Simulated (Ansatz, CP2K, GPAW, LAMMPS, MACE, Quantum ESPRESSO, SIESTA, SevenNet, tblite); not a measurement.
# Amorphous Si0.9Ge0.1 (94 atoms) in tblite

How do the settings of tblite change the result for amorphous Si0.9Ge0.1 (94 atoms)? A plane-wave run serves as the yardstick.

Method: the method is named at each step, in tblite 0.8.0.

## 1. The starting structure

The cell holds 94 atoms: 85 Si and 9 Ge. Cell: a = 12.402 Å, b = 12.402 Å, c = 12.402 Å, α = 90.0°, β = 90.0°, γ = 90.0°. 94 atoms (85 Si, 9 Ge) placed at random at 2.65 g/cm³, melted at 3500 K for 10 ps at fixed volume with the Tersoff potential (Tersoff, Phys. Rev. B 39, 5566 (1989)). Quenched from 3500 K to 700 K at 3 K/ps and fixed volume, held 5 ps.

The yardstick, on the same geometry:

| Item | Value |
| --- | --- |
| method | Kohn-Sham DFT, PBE, SSSP efficiency 1.3.0 pseudopotentials, plane waves (Quantum ESPRESSO 7.5); sssp-pbe-1.3.0-efficiency, cutoffs 45/360 Ry, Γ point |
| r.m.s. force component | 0.7531 eV/Å |
| longest force | 2.572 eV/Å |
| pressure | 1.742 GPa |
| time | 4 min on 4 MPI ranks of Arm Neoverse V2, shared host |
| CPU time | 16 min |

## 2. IPEA1-xTB

Method: IPEA1-xTB tight binding, diagonalisation.

Contents of run.py:

```python
import numpy as np
from ase.io import read
from tblite.ase import TBLite

atoms = read("structure.xyz")
atoms.calc = TBLite(method="IPEA1-xTB", electronic_temperature=580, accuracy=1.0, max_iterations=250, mixer_damping=0.1, verbosity=1)
energy = atoms.get_potential_energy()
forces = atoms.get_forces()
print(f"energy {energy:.6f} eV")
print("forces (eV/A)")
for i, (a, f) in enumerate(zip(atoms, forces)):
    print(f"{i:4d} {a.symbol:2s} {f[0]:10.5f} {f[1]:10.5f} {f[2]:10.5f}")
stress = -atoms.get_stress(voigt=False) * 160.21766
print("stress (GPa, compression positive)")
for row in stress:
    print(" ".join(f"{x:10.4f}" for x in row))
print("charges (e)")
print(np.array2string(atoms.get_charges(), precision=4, suppress_small=True, max_line_width=110, threshold=100000))
```

Contents of structure.xyz:

```xyz
94
Lattice="12.40220 0.00000 0.00000 0.00000 12.40220 0.00000 0.00000 0.00000 12.40220" Properties=species:S:1:pos:R:3 pbc="T T T"
Si 4.42759 6.89203 2.36907
Si 12.19248 10.92175 10.40941
Si 7.27587 9.67967 10.81472
Si 0.09240 9.75061 4.98296
Si 3.77362 9.71551 4.45140
Si 2.89914 5.09408 12.01476
Si 1.51307 9.17118 1.68732
Si 9.82329 5.74135 6.88496
Si 2.86850 2.71187 6.62885
Si 2.54791 7.90938 3.51875
Si 0.45628 2.09758 2.36187
Si 3.23908 12.27136 11.03883
Si 0.86791 0.47240 11.34739
Si 11.04056 3.88164 11.50664
Si 2.70331 4.53796 8.42246
Si 5.10859 9.54721 9.59112
Si 11.81297 4.38182 4.74979
Si 6.92130 8.93901 7.32437
Si 0.48505 0.15155 1.14088
Si 4.96534 2.32157 8.12357
Si 0.69130 11.38472 6.54687
Si 8.27202 1.08383 11.48332
Si 5.94623 10.10866 4.39757
Si 7.09592 11.05731 2.45055
Si 8.43945 8.61928 8.99060
Si 0.89780 6.34497 12.16718
Si 11.28476 6.28209 10.84882
Si 7.79342 4.63941 9.75086
Si 2.43802 3.48142 10.41475
Si 10.09551 7.80495 12.03472
Si 6.25232 6.42062 3.80872
Si 9.19263 2.87012 10.30846
Si 8.50431 2.94602 4.55657
Si 11.68300 9.32869 2.67639
Si 2.07923 11.37579 2.14335
Si 1.04141 6.03454 7.59498
Si 6.91423 8.17392 5.13079
Si 8.03638 7.00352 0.60833
Si 3.15301 8.58195 6.58978
Si 5.60245 4.74657 5.23782
Si 1.32145 5.73800 3.92244
Si 1.20239 9.18110 9.74639
Si 5.39669 0.25474 1.69178
Si 4.69609 6.15273 11.02667
Si 8.60254 3.65629 6.73539
Si 9.67024 0.92434 4.55235
Si 8.76377 11.51333 10.51248
Si 8.65946 6.45076 2.91477
Si 2.17287 10.25315 7.87031
Si 3.96474 0.90139 5.41418
Si 6.34645 4.36185 7.64732
Si 1.26825 7.57340 5.67413
Si 6.72187 3.63769 1.19173
Si 9.79947 4.40055 3.36918
Si 6.13810 1.73569 12.20277
Si 5.00615 8.84264 1.15229
[... 34 atom lines left out ...]
Ge 4.32800 2.01809 10.40470
Ge 11.02977 3.44198 1.58823
Ge 10.35522 9.36614 5.87133
Ge 7.13040 9.25613 0.69589
```

Launch:

```bash
$ OMP_NUM_THREADS=1 python run.py > output.txt
```

Output:

```text
------------------------------------------------------------
  cycle        total energy    energy error   density error
------------------------------------------------------------
      1     -179.1590249255  -1.8002425E+02   5.8658250E-01
      2     -181.1006236570  -1.9415987E+00   4.9540246E-01
      3     -181.2009871995  -1.0036354E-01   3.7123864E-01
      4     -181.0876362833   1.1335092E-01   1.0107912E-01
      5     -181.2111370903  -1.2350081E-01   6.1655809E-02
      6     -181.2555597363  -4.4422646E-02   2.4736130E-02
      7     -181.2651077770  -9.5480407E-03   6.8795037E-03
      8     -181.2673938007  -2.2860236E-03   3.3191952E-03
      9     -181.2675102169  -1.1641623E-04   2.3603533E-03
     10     -181.2675122359  -2.0189875E-06   1.5813065E-03
     11     -181.2675163791  -4.1432021E-06   4.7192503E-04
     12     -181.2675239547  -7.5756679E-06   1.9113114E-04
     13     -181.2675247447  -7.8994293E-07   1.2915576E-04
     14     -181.2675247571  -1.2388057E-08   8.5366664E-05
     15     -181.2675247742  -1.7163472E-08   3.1144911E-05
     16     -181.2675247909  -1.6707276E-08   1.2881324E-05
------------------------------------------------------------
 total:                                   8.153 sec
energy -4932.540591 eV
forces (eV/A)
   0 Si   -0.06864   -0.74630    0.51560
   1 Si    0.09546    0.67106    0.55138
   2 Si   -0.28319    0.81168   -2.21221
   3 Si    0.48490   -1.15034   -0.82759
   4 Si   -2.45122    0.02311    1.15667
   5 Si   -0.34161   -0.29297    0.14226
   6 Si   -0.66008   -0.29514    1.28390
   7 Si   -0.39844   -0.12362   -0.35804
   8 Si    1.25256    0.33587    1.66677
   9 Si    0.41010   -0.46709   -1.18836
  10 Si    0.77099    0.55430    0.93694
  11 Si   -0.17746    0.27148   -0.19773
  12 Si    0.28225   -0.15698   -1.90085
  13 Si   -0.24475    0.20023   -0.27547
  14 Si    0.37137    1.11234   -1.73315
  15 Si    0.03283    0.74558    2.42950
  16 Si    0.15890    0.10471   -0.52765
  17 Si    0.53683    0.72584   -0.66793
  18 Si   -0.87421    0.82049    0.21436
  19 Si    0.39064    0.70901   -0.45475
  20 Si    0.41467    1.79564   -0.30229
  21 Si   -0.19137    1.27529    0.69322
  22 Si    2.09057    1.30175   -1.14524
  23 Si   -1.05172   -0.32585   -0.20760
[...]
86 Ge   -0.51491    0.31128   -0.10362
  87 Ge   -1.10835   -0.64735   -0.48764
  88 Ge    0.31940   -1.27595   -0.15875
  89 Ge   -0.80393    0.70754   -0.43007
  90 Ge    0.73768   -0.70078    1.18890
  91 Ge    1.21212    0.52757   -1.65391
  92 Ge   -0.82086   -0.03228   -0.64821
  93 Ge    3.34333    0.95447    0.75139
stress (GPa, compression positive)
    6.6293     0.9811    -1.0173
    0.9811     4.5170     1.8861
   -1.0173     1.8861     4.5264
charges (e)
[ 0.0426 -0.0446  0.1204  0.1638  0.0042 -0.0214  0.0661  0.1244  0.004   0.0604  0.2026  0.1295  0.0064
  0.1566  0.0517 -0.01    0.0288  0.048   0.0902  0.1638  0.0069  0.0576 -0.0213  0.1287  0.108  -0.0098
  0.0695  0.077   0.0772  0.1665 -0.0213 -0.0001 -0.0083  0.232  -0.0399 -0.0134 -0.0134  0.1835 -0.0231
 -0.0358  0.0991 -0.0357  0.0105 -0.0432 -0.0039  0.0332  0.0073  0.1163 -0.0076  0.0394  0.0279  0.0492
  0.0831  0.1895  0.1327  0.1171 -0.025  -0.0235  0.1457 -0.0224 -0.0145  0.1236  0.0952  0.0245 -0.0111
  0.0155 -0.0218  0.1086  0.1436 -0.027  -0.0161 -0.0204  0.1827  0.0236  0.0313  0.0073  0.0405  0.0441
 -0.0477  0.157   0.1689  0.0327  0.2359  0.0455  0.008  -0.54   -0.5807 -0.3365 -0.4698 -0.5407 -0.5928
 -0.3976 -0.524  -0.5456]
```

Wall time 8.7 s (1 thread of Arm Neoverse V2, shared host); peak memory 0.19 GiB.

Banners, paths, timers and routine set-up lines are dropped from the logs unmarked, and long logs keep their key lines alone; longer cuts are marked.

Numbers from this run, and their distance from the reference:

```yaml
r_m_s_force_component: 0.9405 eV/Å
r_m_s_difference_of_force_components: 292.8 meV/Å
longest_difference_of_force_vectors: 1647 meV/Å
force_difference_over_r_m_s_force: 38.88 %
slope_of_forces_against_the_reference_s: 1.204
correlation_of_force_components: 0.9642
pressure: 5.224 GPa
pressure_difference: 3.482 GPa
```

Length of the force difference by element (eV/Å):

| element | atoms | mean | most |
| --- | --- | --- | --- |
| Ge | 9 | 0.69 | 1.6 |
| Si | 85 | 0.41 | 1.6 |

A closer look about Si84, picked at random: 10 atoms, nearest first, numbered in the order of the input, with positions taken from that point.

| atom | x | y | z | distance (Å) | bonds | Mulliken charge (e) | Fx | Fy | Fz (eV/Å) |
| --- | --- | --- | --- | --- | --- | --- | --- | --- | --- |
| Si84 | 0.00 | 0.00 | 0.00 | 0.00 | 4 | 0.05 | 0.37 | -0.81 | 0.40 |
| Si17 | -0.12 | 2.37 | 0.17 | 2.38 | 4 | 0.03 | 0.16 | 0.10 | -0.53 |
| Si11 | 0.93 | 0.09 | -2.22 | 2.41 | 4 | 0.20 | 0.77 | 0.55 | 0.94 |
| Si46 | -2.26 | -1.09 | -0.03 | 2.51 | 4 | 0.03 | 0.77 | -0.76 | 1.22 |
| Si74 | 1.44 | -0.55 | 2.04 | 2.56 | 4 | 0.02 | -1.88 | -1.16 | -1.06 |
| Si54 | -2.13 | 2.39 | -1.21 | 3.42 | 4 | 0.19 | 0.37 | 1.08 | 0.42 |
| Ge92 | -0.90 | 1.43 | -2.99 | 3.44 | 5 | -0.40 | 1.21 | 0.53 | -1.65 |
| Si61 | -0.06 | 2.44 | 2.48 | 3.48 | 4 | -0.01 | -0.71 | 1.66 | -0.59 |
| Si33 | -3.43 | 0.93 | -0.02 | 3.55 | 4 | -0.01 | -0.49 | -1.12 | 0.35 |
| Si65 | -0.02 | 0.45 | 3.54 | 3.57 | 4 | -0.01 | -0.11 | -0.66 | 1.08 |

Atoms are counted from 1 here, from 0 in the log.

Forces lie 39 % from the reference's, at 0.0091 times its CPU time (on 1 against 4 cores).

## 3. GFN1-xTB

Method: GFN1-xTB tight binding, diagonalisation.

Edit run.py of step 2 so:

```diff
@@ -5,3 +5,3 @@
 atoms = read("structure.xyz")
-atoms.calc = TBLite(method="IPEA1-xTB", electronic_temperature=580, accuracy=1.0, max_iterations=250, mixer_damping=0.1, verbosity=1)
+atoms.calc = TBLite(method="GFN1-xTB", electronic_temperature=580, accuracy=1.0, max_iterations=250, mixer_damping=0.1, verbosity=1)
 energy = atoms.get_potential_energy()
```

structure.xyz is that of step 2.

Output:

```text
------------------------------------------------------------
  cycle        total energy    energy error   density error
------------------------------------------------------------
      1     -163.1097791103  -1.6389689E+02   5.0581254E-01
      2     -170.3687777287  -7.2589986E+00   4.2393404E-01
      3     -170.6085090013  -2.3973127E-01   3.7565088E-01
[...]
21     -170.7368678787  -2.9183411E-09   2.2931912E-05
     22     -170.7368678791  -3.4370373E-10   1.2875095E-05
------------------------------------------------------------
 total:                                   9.673 sec
energy -4645.986820 eV
forces (eV/A)
   0 Si   -0.26691   -0.83155    0.25209
   1 Si    0.07786    0.65986    0.76931
   2 Si   -0.43293    0.60104   -1.74225
[...]
92 Ge   -0.72673   -0.21505   -0.58287
  93 Ge    2.98289    0.76914    0.74992
stress (GPa, compression positive)
   11.1208     0.9737    -0.5939
    0.9737     9.2181     1.6311
   -0.5939     1.6311     9.5234
charges (e)
[ 0.0312 -0.0287  0.0686  0.0978 -0.0193 -0.0705  0.0107  0.0476 -0.0064  0.0762  0.0874  0.0893 -0.0125
  0.0762  0.0488  0.0096 -0.0172  0.0283  0.0011  0.115   0.0119 -0.026  -0.0064  0.0866  0.0449 -0.0305
  0.0203  0.0264  0.0262  0.0292  0.0011 -0.0614 -0.052   0.0682 -0.0583 -0.0028 -0.032   0.0947 -0.0369
 -0.0206  0.0626 -0.0186 -0.0378 -0.031   0.0084 -0.0081  0.0171  0.0245  0.0158  0.0287  0.0359  0.0571
  0.0289  0.0678  0.0739  0.0222  0.0096 -0.0123  0.0709 -0.0169 -0.0349  0.0749  0.0521 -0.0083 -0.005
 -0.0019 -0.0376  0.0356  0.0593 -0.0266 -0.0041 -0.0399  0.0502  0.0429  0.0587 -0.0272  0.043   0.0076
 -0.0547  0.068   0.0419  0.0246  0.1284  0.0035 -0.0042 -0.2351 -0.2606 -0.0235 -0.1372 -0.1749 -0.2624
 -0.0758 -0.1753 -0.2162]
```

Elapsed: 10 s, on 1 thread; peak memory 0.19 GiB.

Numbers from this run, and their distance from the reference:

```
r.m.s. force component                  : 0.8915 eV/Å
r.m.s. difference of force components   : 296 meV/Å
longest difference of force vectors     : 1219 meV/Å
force difference over r.m.s. force      : 39.3 %
slope of forces against the reference's : 1.123
correlation of force components         : 0.949
pressure                                : 9.954 GPa
pressure difference                     : 8.212 GPa
```

Against the first run (39 %), the force difference from the reference is 39 %, at 1.2 times the CPU time.

## 4. Side by side

Differences are against the plane-wave reference, forces as r.m.s. over components; share is that over the reference's r.m.s. force, slope the least-squares factor from reference forces to these. Total energies of different programs have different zeros and aren't compared.

| run | Δ force, r.m.s. (meV/Å) | share (%) | slope | Δ pressure (GPa) | cores | CPU time | memory (GiB) |
| --- | --- | --- | --- | --- | --- | --- | --- |
| reference | - | - | - | - | 4 | 16 min | 6.4 |
| tblite IPEA1-xTB | 293 | 38.9 | 1.204 | 3.48 | 1 | 8.7 s | 0.19 |
| tblite GFN1-xTB | 296 | 39.3 | 1.123 | 8.21 | 1 | 10 s | 0.19 |

CPU time is summed over cores on a shared host, where runs went side by side, so it is rough. Symmetry, cutoffs, thresholds, outputs and thread counts weren't matched or tuned between programs; memory under MPI is the largest rank's times the ranks.

## 5. Summary of results

| Item | Value |
| --- | --- |
| nearest in forces | a tie at 39 % of 2 runs: tblite IPEA1-xTB; tblite GFN1-xTB |

**Reading.** Tight binding differs by 39 % in each run; it is another model, with fitted parameters of its own, and the xTB methods hold dispersion. IPEA1-xTB was fitted to ionisation energies and electron affinities, not to forces or charges. Of the electronic-structure runs that take under half the reference's CPU time, tblite IPEA1-xTB is among the nearest, at 39 % in 8.7 s against 16 min; its pressure misses by +3.5 GPa. Periodic xTB results under one method name differ between programs and library versions. The reference's pressure holds the uncorrected Pulay stress of its 45 Ry basis, so small pressure differences, and their order, may be the reference's own error. The quench rate of 3 K/ps is many orders above laboratory rates, so the cell is likely richer in defects and strain than a real sample. The network of bonds at the start is that of the classical potential that made the cell, and needn't be the one that DFT or experiment would give. The electronic-structure runs sample only Γ, in a cell whose shortest periodic width is 12 Å, which is coarse for a cell with partly filled levels.

[Also dropped from logs without a mark: logging warnings of Python, and SIESTA's first energy breakdown and zero terms.]

[Logs are printed without paths, hosts, clocks, repeated set-up lines and the standing remarks that a program may print on its own settings, such as how far it seeks lower states.]

[Hosts, paths, dates, database ids (printed as entryN), source tags and the programs' standing remarks are cut or masked in the printed files.]
